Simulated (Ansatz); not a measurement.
# VP2Rh, from a guessed structure to a relaxed one

This structure for VP2Rh is made up. Its elements were placed in a known structure type with a cell scaled to their sizes. What cell does the guess relax to, and how far off was it?

Program: Ansatz 0.2.0. Level of theory: DFT, PBEsol, plane-wave PAW, files of the set soft_1, scalar-relativistic, ferromagnetic start, cell and ions relaxed at zero pressure; PAW set soft_1, in the first sound run; inputs show where later runs differ. Results are calculated unless marked as measured.

### 1. The starting structure

It takes space group P-3m1 (No. 164, trigonal). Conventional cell: a = 3.548 Å, b = 3.548 Å, c = 5.648 Å, α = 90.00°, β = 90.00°, γ = 120.00°. Rh has 6 P at 2.44 Å and 2 V at 2.82 Å nearest. V has 6 P at 2.54 Å and 2 Rh at 2.82 Å nearest. P has 3 Rh at 2.44 Å and 3 V at 2.54 Å nearest. Farther neighbours are not listed.

### 2. Relaxation of the guess

The guess takes its coordinates from another compound and its volume from a rule, so the cell and any free coordinates are relaxed together.

The input, input.yaml:

```yaml
crystal:
  lattice:
    - [3.548, 0.0, 0.0]
    - [-1.774, 3.072658133, 0.0]
    - [0.0, 0.0, 5.648]
  atoms:
    - { symbol: Rh, position: [0.0, 0.0, 0.5], spin: 0.6 }
    - { symbol: V, position: [0.0, 0.0, 0.0], spin: 2.0 }
    - { symbol: P, position: [0.333333333, 0.666666667, 0.7333] }
    - { symbol: P, position: [0.666666667, 0.333333333, 0.2667] }
magnetization:
  spin_polarized: true
kpoints:
  mp_grid: { grid: [9, 9, 5] }
scf:
  occupations: { method: fermi_dirac, width: 0.05 }
hamiltonian:
  xc: pbesol
  pseudopotentials: { kind: paw, azcp: { folder: soft_1 }, xc_functional: pbe }
relax:
  f_tol: 0.015
  max_steps: 70
  cell: {}
output:
  forces: true
  stress: true
```

Command:

```
ansatz run input.yaml --threads 4 --pin off --max-ram 8192MiB --backend cpu --events-out ev --progress --plain --runs-dir out
```

Numbers of over 12 decimals in the logs are rounded to 6 here.

Log:

```text
Engine: ansatz 0.2.0, aarch64-unknown-linux-gnu
Pseudopotentials: kind: paw
Pseudopotential: Rh, paw, valence charge 17, recommended cutoff 420 eV (normal), soft_1/Rh.paw.azcp
Pseudopotential: V, paw, valence charge 13, recommended cutoff 420 eV (normal), soft_1/V.paw.azcp
Pseudopotential: P, paw, valence charge 5, recommended cutoff 420 eV (normal), soft_1/P.paw.azcp
Functional definition: PBEsol
  exchange = pbesol_x
  correlation = pbesol_c
Crystal: 4 atoms, lattice volume = 61.573 Å³
Basis set: ecut = 420 eV, 1177 PW (Γ), exchange–correlation on 48×48×80 points (8 copies of the dense FFT grid, shifted against one another)
Bands: 26, of which v1, the nominal top of the filled ones, is band 20 counted from 1 (19 counted from 0)
Symmetry: 12 space group operations
Space group: P-3m1 (ITA 164), of the structure as read, at distance tolerance 3.9e-5 Å
Magnetic group: BNS 164.85 (UNI 1315), of the structure as read, at distance tolerance 3.9e-5 Å
k-points: 50 of 405
Non-local potential: Rh, projectors of the file, l = 0: 3, l = 1: 2, l = 2: 2, l = 3: 1
Non-local potential: V, projectors of the file, l = 0: 3, l = 1: 2, l = 2: 3, l = 3: 1
Non-local potential: P, projectors of the file, l = 0: 2, l = 1: 2, l = 2: 1
PAW form: soft (Blöchl's): semilocal exchange-correlation on the pseudo side does not see the compensation charge
PAW frozen core: Rh, regenerated for the run's functional, and the local potential with it (the file was generated under x = pbe(κ = 0.804, μ = 0.219515), c = pbe(β = 0.066725))
PAW frozen core: V, regenerated for the run's functional, and the local potential with it (the file was generated under x = pbe(κ = 0.804, μ = 0.219515), c = pbe(β = 0.066725))
PAW frozen core: P, regenerated for the run's functional, and the local potential with it (the file was generated under x = pbe(κ = 0.804, μ = 0.219515), c = pbe(β = 0.066725))
PAW one-centre angular grid: Rh, 590 points (default); XC on 64 Gauss nodes
PAW one-centre angular grid: V, 590 points (default); XC on 64 Gauss nodes
PAW one-centre angular grid: P, 110 points (default); XC on 64 Gauss nodes
Initial density: superposition of atomic densities (chi_scale 0.1, normalization cell, long waves kept (reshape's long-wave potential 0.02 eV rms))
Starting moments: Σ|m| = 2.6 μB on 2 of 4 sites
Initial wavefunctions: pseudopotential atomic-orbital guess
Functional: x = pbesol(κ = 0.804, μ = 0.123457), c = pbesol(β = 0.046)
SCF iter   1: F=—  HF=-10707.766751 eV  |F-HF|=—  |Δ(HF+E_count)|=         —  Δρ=6.14e-2 (↑6.14e-2 ↓5.39e-2)  dr2=1.41e1  dr2_m=1.24e-1  M=1.852 μB ∫|m|=2.081 μB  β_m=0.30  ethr=3.10e-3  ⟨swp⟩=6.2  Hψ=11848  notcnv=0
Mixer restart at iter 1: flushing history
preconditioner: auto → Kerker (q_TF=auto, 2.539 Å⁻¹)  [metal: Δε(μ)=0.011 eV  Ē_g=6.650 eV  σ=0.050 eV  W_gap=0.06  n_scr=22 (ndim 8)  ℏωp=23.2 eV  f_vac=0.000  D(μ)=3.67/eV (n_scr^D=34)]
spin=Collinear: Kerker preconditioning applied to the charge; magnetization (m = ρ↑ − ρ↓) channel mixes plain (no charge-response kernel on spin).
SCF iter   2: F=—  HF=-10706.751946 eV  |F-HF|=—  |Δ(HF+E_count)|=    1.01e0  Δρ=3.33e-2 (↑3.33e-2 ↓3.06e-2)  dr2=5.07e0  dr2_m=8.47e-2  M=1.752 μB ∫|m|=2.009 μB  β_m=0.46  ethr=3.10e-3  ⟨swp⟩=2.7  Hψ=5909  notcnv=0  defer=48
SCF iter   3: F=—  HF=-10706.450321 eV  |F-HF|=—  |Δ(HF+E_count)|=   3.02e-1  Δρ=1.55e-2 (↑1.24e-2 ↓1.55e-2)  dr2=7.17e-1  dr2_m=4.62e-2  M=1.500 μB ∫|m|=1.799 μB  β_m=0.73  ethr=3.10e-3  ⟨swp⟩=3.0  Hψ=4663  notcnv=0  defer=47
SCF iter   4: F=—  HF=-10706.500114 eV  |F-HF|=—  |Δ(HF+E_count)|=   4.98e-2  Δρ=7.07e-3 (↑7.07e-3 ↓5.34e-3)  dr2=3.10e-2  dr2_m=1.63e-2  M=1.119 μB ∫|m|=1.441 μB  β_m=0.86  ethr=1.79e-3  ⟨swp⟩=3.4  Hψ=5575  notcnv=0  defer=42
SCF iter   5: F=—  HF=-10706.657678 eV  |F-HF|=—  |Δ(HF+E_count)|=         —  Δρ=2.43e-2 (↑2.43e-2 ↓1.67e-2)  dr2=6.16e-2  dr2_m=2.35e-1  M=0.486 μB ∫|m|=0.731 μB  β_m=0.86  ethr=7.74e-5  ⟨swp⟩=2.2  Hψ=4237  notcnv=0  defer=42
Mixer restart at iter 5: flushing history
SCF iter   6: F=—  HF=-10706.625438 eV  |F-HF|=—  |Δ(HF+E_count)|=   3.22e-2  Δρ=1.23e-2 (↑7.66e-3 ↓1.23e-2)  dr2=1.87e-2  dr2_m=5.37e-2  M=0.301 μB ∫|m|=0.490 μB  β_m=0.93  ethr=7.74e-5  ⟨swp⟩=2.7  Hψ=5392  notcnv=0  defer=40
SCF iter   7: F=—  HF=-10706.637122 eV  |F-HF|=—  |Δ(HF+E_count)|=   1.17e-2  Δρ=9.15e-3 (↑9.15e-3 ↓3.58e-3)  dr2=2.42e-2  dr2_m=2.02e-2  M=0.154 μB ∫|m|=0.259 μB  β_m=0.97  ethr=4.67e-5  ⟨swp⟩=3.5  Hψ=5960  notcnv=0  defer=6
SCF iter   8: F=—  HF=-10706.629364 eV  |F-HF|=—  |Δ(HF+E_count)|=   7.76e-3  Δρ=2.05e-3 (↑6.33e-4 ↓2.05e-3)  dr2=3.71e-3  dr2_m=8.99e-4  M=0.056 μB ∫|m|=0.093 μB  β_m=0.98  ethr=4.67e-5  ⟨swp⟩=2.3  Hψ=5355  notcnv=0  defer=6
SCF iter   9: F=—  HF=-10706.628496 eV  |F-HF|=—  |Δ(HF+E_count)|=   8.68e-4  Δρ=1.34e-3 (↑1.07e-3 ↓1.34e-3)  dr2=5.26e-3  dr2_m=2.06e-5  M=-0.005 μB ∫|m|=0.010 μB  β_m=0.99  ethr=9.27e-6  ⟨swp⟩=2.0  Hψ=5217  notcnv=0  defer=5
SCF iter  10: F=—  HF=-10706.629181 eV  |F-HF|=—  |Δ(HF+E_count)|=   6.86e-4  Δρ=8.98e-4 (↑8.98e-4 ↓6.55e-4)  dr2=2.34e-3  dr2_m=1.82e-5  M=0.003 μB ∫|m|=0.005 μB  β_m=1.00  ethr=9.27e-6  ⟨swp⟩=1.7  Hψ=2781  notcnv=0  defer=5
SCF iter  11: F=—  HF=-10706.629176 eV  |F-HF|=—  |Δ(HF+E_count)|=   5.68e-6  Δρ=3.44e-4 (↑3.44e-4 ↓1.16e-4)  dr2=1.90e-4  dr2_m=8.78e-6  M=0.008 μB ∫|m|=0.012 μB  β_m=0.83  ethr=5.84e-6  ⟨swp⟩=1.9  Hψ=2822  notcnv=0  defer=5
SCF iter  12: F=—  HF=-10706.629169 eV  |F-HF|=—  |Δ(HF+E_count)|=   6.92e-6  Δρ=1.02e-4 (↑1.02e-4 ↓7.46e-5)  dr2=1.84e-6  dr2_m=4.27e-6  M=0.003 μB ∫|m|=0.004 μB  β_m=0.92  ethr=4.75e-7  ⟨swp⟩=2.2  Hψ=3552  notcnv=0  defer=5
SCF iter  13: F=—  HF=-10706.629172 eV  |F-HF|=—  |Δ(HF+E_count)|=   3.29e-6  Δρ=1.22e-5 (↑8.40e-6 ↓1.22e-5)  dr2=1.70e-7  dr2_m=4.21e-8  M=-0.000 μB ∫|m|=0.000 μB  β_m=0.96  ethr=4.61e-9  ⟨swp⟩=2.2  Hψ=4439  notcnv=0  defer=5
SCF iter  14: F=—  HF=-10706.629172 eV  |F-HF|=—  |Δ(HF+E_count)|=   2.70e-9  Δρ=1.00e-5 (↑3.63e-6 ↓1.00e-5)  dr2=6.35e-8  dr2_m=2.36e-8  M=-0.000 μB ∫|m|=0.000 μB  β_m=0.98  ethr=4.25e-10  ⟨swp⟩=2.2  Hψ=3751  notcnv=0  defer=5
SCF iter  15: F=—  HF=-10706.629172 eV  |F-HF|=—  |Δ(HF+E_count)|=  1.73e-10  Δρ=1.52e-6 (↑1.52e-6 ↓6.48e-7)  dr2=1.62e-9  dr2_m=5.38e-10  M=0.000 μB ∫|m|=0.000 μB  β_m=0.99  ethr=1.59e-10  ⟨swp⟩=2.0  Hψ=3989  notcnv=0  defer=5
SCF iter  16: F=—  HF=-10706.629172 eV  |F-HF|=—  |Δ(HF+E_count)|=  1.84e-10  Δρ=3.98e-7 (↑1.63e-7 ↓3.98e-7)  dr2=3.58e-10  dr2_m=1.37e-11  M=-0.000 μB ∫|m|=0.000 μB  β_m=0.95  ethr=4.06e-12  ⟨swp⟩=2.2  Hψ=3746  notcnv=0  defer=5
[...]
SCF 3 converged in 10 iterations: F = -10707.118496 eV  dr2 = 1.18e-9
relax step   3: F+E_penalty+E_count = -10707.11849628 eV  Δ(F+E_penalty+E_count) = -2.780e-2 eV  max|allowed force component| = 5.968e-2 eV/Å  Δτ_max = 0.0246 Å  P = +1.108 GPa  Ω = 54.178 Å³  energy of the carried Pulay correction = +3.052e-3 eV  (10 SCF iters, dr2 threshold 4.00e-7 eV, accepted)
[...]
relax step   4: F+E_penalty+E_count = -10707.11955449 eV  Δ(F+E_penalty+E_count) = -1.058e-3 eV  max|allowed force component| = 8.028e-3 eV/Å  Δτ_max = 0.0014 Å  P = -0.054 GPa  Ω = 54.492 Å³  energy of the carried Pulay correction = +2.915e-3 eV  (9 SCF iters, dr2 threshold 4.00e-7 eV, accepted)
[...]
relax step   5: F+E_penalty+E_count = -10707.11956977 eV  Δ(F+E_penalty+E_count) = -1.528e-5 eV  max|allowed force component| = 1.116e-3 eV/Å  Δτ_max = 0.0006 Å  P = +0.003 GPa  Ω = 54.475 Å³  energy of the carried Pulay correction = +2.922e-3 eV  (9 SCF iters, dr2 threshold 1.61e-8 eV, accepted)
Initial wavefunctions: pseudopotential atomic-orbital guess (no wavefunctions were taken with the density)
iter 1 solved again at ethr=1.79e-7 eV; its pass at ethr=3.10e-3 eV (dr2=7.14e-5 eV) is discarded
SCF iter   1: F=—  HF=-10707.117150 eV  |F-HF|=—  |Δ(HF+E_count)|=         —  Δρ=1.71e-4 (↑1.71e-4 ↓1.71e-4)  dr2=5.85e-5  dr2_m=6.18e-13  M=-0.000 μB ∫|m|=0.000 μB  β_m=0.65  ethr=1.79e-7  ⟨swp⟩=3.0  Hψ=18744  notcnv=0
SCF iter   2: F=—  HF=-10707.117129 eV  |F-HF|=—  |Δ(HF+E_count)|=   2.04e-5  Δρ=1.66e-4 (↑1.66e-4 ↓1.66e-4)  dr2=1.37e-4  dr2_m=1.58e-13  M=-0.000 μB ∫|m|=0.000 μB  β_m=0.22  ethr=1.46e-7  ⟨swp⟩=2.2  Hψ=4474  notcnv=0
SCF iter   3: F=—  HF=-10707.117128 eV  |F-HF|=—  |Δ(HF+E_count)|=   6.43e-7  Δρ=7.34e-5 (↑7.34e-5 ↓7.34e-5)  dr2=1.07e-5  dr2_m=2.00e-13  M=-0.000 μB ∫|m|=0.000 μB  β_m=0.61  ethr=1.46e-7  ⟨swp⟩=2.0  Hψ=3574  notcnv=0
SCF iter   4: F=—  HF=-10707.117148 eV  |F-HF|=—  |Δ(HF+E_count)|=   1.97e-5  Δρ=2.55e-5 (↑2.55e-5 ↓2.55e-5)  dr2=3.57e-6  dr2_m=3.07e-14  M=-0.000 μB ∫|m|=0.000 μB  β_m=0.81  ethr=2.68e-8  ⟨swp⟩=2.3  Hψ=4084  notcnv=0
SCF iter   5: F=—  HF=-10707.117154 eV  |F-HF|=—  |Δ(HF+E_count)|=   5.90e-6  Δρ=1.39e-5 (↑1.39e-5 ↓1.39e-5)  dr2=7.43e-7  dr2_m=6.70e-15  M=-0.000 μB ∫|m|=0.000 μB  β_m=0.75  ethr=8.92e-9  ⟨swp⟩=2.0  Hψ=3686  notcnv=0
SCF iter   6: F=—  HF=-10707.117155 eV  |F-HF|=—  |Δ(HF+E_count)|=   1.12e-6  Δρ=6.79e-6 (↑6.79e-6 ↓6.78e-6)  dr2=2.18e-7  dr2_m=6.92e-15  M=-0.000 μB ∫|m|=0.000 μB  β_m=0.60  ethr=1.86e-9  ⟨swp⟩=2.4  Hψ=4186  notcnv=0
SCF iter   7: F=—  HF=-10707.117156 eV  |F-HF|=—  |Δ(HF+E_count)|=   4.44e-7  Δρ=1.65e-6 (↑1.65e-6 ↓1.65e-6)  dr2=1.49e-8  dr2_m=5.56e-15  M=-0.000 μB ∫|m|=0.000 μB  β_m=0.64  ethr=5.46e-10  ⟨swp⟩=2.1  Hψ=4168  notcnv=0
SCF iter   8: F=—  HF=-10707.117156 eV  |F-HF|=—  |Δ(HF+E_count)|=   5.32e-8  Δρ=1.09e-6 (↑1.09e-6 ↓1.08e-6)  dr2=4.20e-9  dr2_m=2.99e-15  M=-0.000 μB ∫|m|=0.000 μB  β_m=0.60  ethr=3.74e-11  ⟨swp⟩=2.5  Hψ=4393  notcnv=0
SCF iter   9: F=—  HF=-10707.117156 eV  |F-HF|=—  |Δ(HF+E_count)|=   1.70e-8  Δρ=7.61e-8 (↑7.61e-8 ↓7.35e-8)  dr2=1.88e-11  dr2_m=1.68e-15  M=-0.000 μB ∫|m|=0.000 μB  β_m=0.68  ethr=1.05e-11  ⟨swp⟩=2.5  Hψ=4634  notcnv=0
SCF iter  10: F=—  HF=-10707.117157 eV  |F-HF|=—  |Δ(HF+E_count)|=   1.60e-6  Δρ=2.78e-7 (↑2.78e-7 ↓2.78e-7)  dr2=4.97e-11  dr2_m=3.63e-16  M=-0.000 μB ∫|m|=0.000 μB  β_m=0.68  ethr=1.00e-12  ⟨swp⟩=2.2  Hψ=4576  notcnv=0
SCF iter  11: F=—  HF=-10707.117157 eV  |F-HF|=—  |Δ(HF+E_count)|=  7.28e-12  Δρ=2.66e-7 (↑2.66e-7 ↓2.66e-7)  dr2=4.69e-11  dr2_m=3.36e-16  M=-0.000 μB ∫|m|=0.000 μB  β_m=0.74  ethr=1.00e-12  ⟨swp⟩=1.0  Hψ=2600  notcnv=0
SCF iter  12: F=—  HF=-10707.117157 eV  |F-HF|=—  |Δ(HF+E_count)|=  4.73e-11  Δρ=3.68e-8 (↑3.68e-8 ↓3.68e-8)  dr2=9.44e-13  dr2_m=1.62e-18  M=-0.000 μB ∫|m|=0.000 μB  β_m=0.78  ethr=1.00e-12  ⟨swp⟩=1.0  Hψ=2600  notcnv=0
SCF iter  13: F=-10707.117157 eV  HF=-10707.117157 eV  |F-HF|=0.00e0  |Δ(HF+E_count)|=  7.28e-12  Δρ=1.74e-8 (↑1.74e-8 ↓1.74e-8)  dr2=8.64e-13  dr2_m=2.10e-19  M=-0.000 μB ∫|m|=0.000 μB  ethr=1.00e-12  ⟨swp⟩=2.0  Hψ=6694  notcnv=0
the starting moments were not kept: the SCF closed with an absolute magnetisation of 7.2e-10 μB, where they sum to 2.6 μB in size (2 sites). That is at most 0.1 of that sum. Measured as dr2_m measures the in/out step, that magnetisation stands 1.2e-19 eV from none, at or under the dr2_threshold of 4.0e-11 eV: it is no larger than a step whose dr2_m would equal this threshold.
SCF 6 converged in 13 iterations: F = -10707.117157 eV  dr2 = 8.64e-13
relax step   6: F+E_penalty+E_count = -10707.11715735 eV  Δ(F+E_penalty+E_count) = +2.412e-3 eV  max|allowed force component| = 1.516e-3 eV/Å  Δτ_max = 0.0000 Å  P = +0.007 GPa  Ω = 54.475 Å³  stress off target by 4.69e-2 GPa  SCF on the basis re-selected at this cell (its energy is not comparable with the rows above)  (13 SCF iters)
basis re-selected at this cell: Δ(F+E_penalty+E_count) = +2.412e-3 eV, ΔP = +0.003 GPa vs the last step (what re-selecting the basis moved, of the pressure what is left beyond the Pulay correction that the steps carried, after the strain that the cell walked since its last selection, with what the two solves' SCF thresholds leave and, on support functions, any second-order correction that the steps lacked; it is no m [...]
SCF converged after 13 iterations
Magnetization: -0.0000 μB (20.0000 up, 20.0000 down)
Absolute magnetization: 0.0000 μB (∫|ρ↑−ρ↓|, with the PAW one-centre terms)
Spin contamination: 0.0000 ħ² per cell (⟨S²⟩ above its minimum at these occupations)
Per-site moments (μB) at R_I (Å): [(-1.2574893020194528e-11, 0.982238), (-3.19708984199057e-10, 0.989224), (2.2363084493197507e-11, 0.982238), (2.236284547818072e-11, 0.982238)]
Free energy (F): -10707.117157 eV
Harris-Foulkes:  -10707.117157 eV  (|F-HF|=0.00e0)
Internal energy: -10707.102521 eV  (E = F + TS)
E sigma→0 (E₀):  -10707.109839 eV
Entropy (-TS):   -0.014637 eV (-3.659 meV/atom)
Fermi energy:    15.658217 eV
--- Per-component energies (eV) ---
  E_band       = -282.430919
  E_kinetic    = 980.839715
  E_local      = -3361.205157  (includes V_loc(G=0)·N_el)
  E_nonlocal   = 449.488395
  E_hartree    = 1347.418534
  E_xc         = -463.530047
  E_vxc        = -525.719473  (∫ρ·V_xc dr)
  E_paw        = -5727.938551  (= ΣΔE_a)
  E_vpaw       = -520.672575  (= ΣTr[D̂ρ^β])
  E_aug_tail   = 0.001163  (compensation charges beyond the density's cutoff)
  E_ewald      = -3932.694645
  E_core_change = 0.518072  (= ΣΔE_core)
  E_smearing   = -0.014637  (= −TS)
  E_closure    = 0.000000  (closes the sum)
  Σ components = -10707.117157   (vs F -10707.117157, Δ=0.00e0)
--- Forces (eV/Å), atoms counted from 1 ---
  atom   1  Rh    -0.00000000     0.00000000     0.00000000
  atom   2  V     -0.00000000     0.00000000     0.00000000
  atom   3  P      0.00000000    -0.00000000    -0.00151602
  atom   4  P     -0.00000000     0.00000000     0.00151602
  max |Σ_I F_I| component: 5.27e-31 eV/Å
--- Stress (GPa, compression-positive) ---
       -0.013482       0.000000      -0.000000
        0.000000      -0.013482       0.000000
        0.000000      -0.000000       0.046880
  P = ⅓ Tr σ = 0.0066 GPa (0.066 kbar)
--- Relaxed structure (5 steps of the walk, 5 accepted, 1 SCFs on fresh bases) ---
  F+E_penalty+E_count = -10707.11715735 eV   max|allowed force component| = 1.516e-3 eV/Å   (the final SCF, on the basis selected at the relaxed cell)
  cell:  # Å, volume = 54.4750 Å³
    - [3.317078, 0.0, 0.0]
    - [-1.658539, 2.872674, 0]
    - [0.0, 0, 5.716825]
  atoms:
    - { symbol: Rh, position: [0, 0, 0.500000] }
    - { symbol: V, position: [0, 0, 1.4877065929112355e-19] }
    - { symbol: P, position: [0.333333, 0.666667, 0.747524] }
    - { symbol: P, position: [0.666667, 0.333333, 0.252476] }
```

The job ended after 19 s (4 threads of Arm Neoverse V1, shared host; peak memory 0.46 GiB; 67 s of CPU time).

Relaxation path:

```csv
step,energy less that of the first step (eV),largest force component (eV/Å),pressure (GPa),volume (Å³)
1,0.0000,0.4453,-16.41,61.57
2,-0.4615,0.2577,-0.70,55.11
3,-0.4893,0.0597,1.11,54.18
4,-0.4904,0.0080,-0.05,54.49
5,-0.4904,0.0011,0.00,54.47
6*,-0.4880,0.0015,0.01,54.47
```

Relaxation steps marked * repeat the geometry before them on a plane-wave basis chosen anew for their cell, so energy and pressure can jump there.

The run keeps the 12 symmetry operations that it works with, so distortions that break them were not tested.

```csv
"conventional cell, symmetrised",before,after,change
a (Å),3.548,3.317,-6.5 %
b (Å),3.548,3.317,-6.5 %
c (Å),5.648,5.717,+1.2 %
volume (Å³/atom),15.39,13.62,-11.5 %
```

The atoms that moved most (Å, as changes of fractional coordinates times the final cell):

```csv
atom,dx,dy,dz,length
P4,0.000,0.000,-0.081,0.081
P3,0.000,0.000,0.081,0.081
```

Final coordinates:

```cif
data_structure
_symmetry_space_group_name_H-M 'P 1'
_symmetry_Int_Tables_number 1
_cell_length_a 3.3171
_cell_length_b 3.3171
_cell_length_c 5.7168
_cell_angle_alpha 90.000
_cell_angle_beta 90.000
_cell_angle_gamma 120.000
_cell_volume 54.47
loop_
_atom_site_label
_atom_site_type_symbol
_atom_site_fract_x
_atom_site_fract_y
_atom_site_fract_z
_atom_site_occupancy
Rh1 Rh 0.00000 0.00000 0.50000 1
V2 V 0.00000 0.00000 0.00000 1
P3 P 0.33333 0.66667 0.74752 1
P4 P 0.66667 0.33333 0.25248 1
```

Numbers from this step:

```
free energy             : -10707.1172 eV
energy at zero smearing : -10707.1098 eV
smearing term TS        : 0.01464 eV
Fermi energy            : 15.66 eV
electrons               : 40
symmetry operations     : 12
pressure                : 0.006638 GPa
```

The shortest distance of each pair, which need not be the same contact before and after:

```csv
pair,guess (Å),relaxed (Å)
P–Rh,2.436,2.381
P–V,2.543,2.398
Rh–V,2.824,2.858
Rh–Rh,3.548,3.317
V–V,3.548,3.317
```

The relaxation ends with a largest force component of 0.0015 eV/Å and a pressure of 0.01 GPa. The starting moments have collapsed: the run ends non-magnetic.

(Continued in part 2 of 2.)

[Logs are printed without paths, hosts, clocks, repeated set-up lines and the standing remarks that a program may print on its own settings, such as how far it seeks lower states.]

[Hosts, paths, dates, database ids (printed as entryN), source tags and the programs' standing remarks are cut or masked in the printed files.]
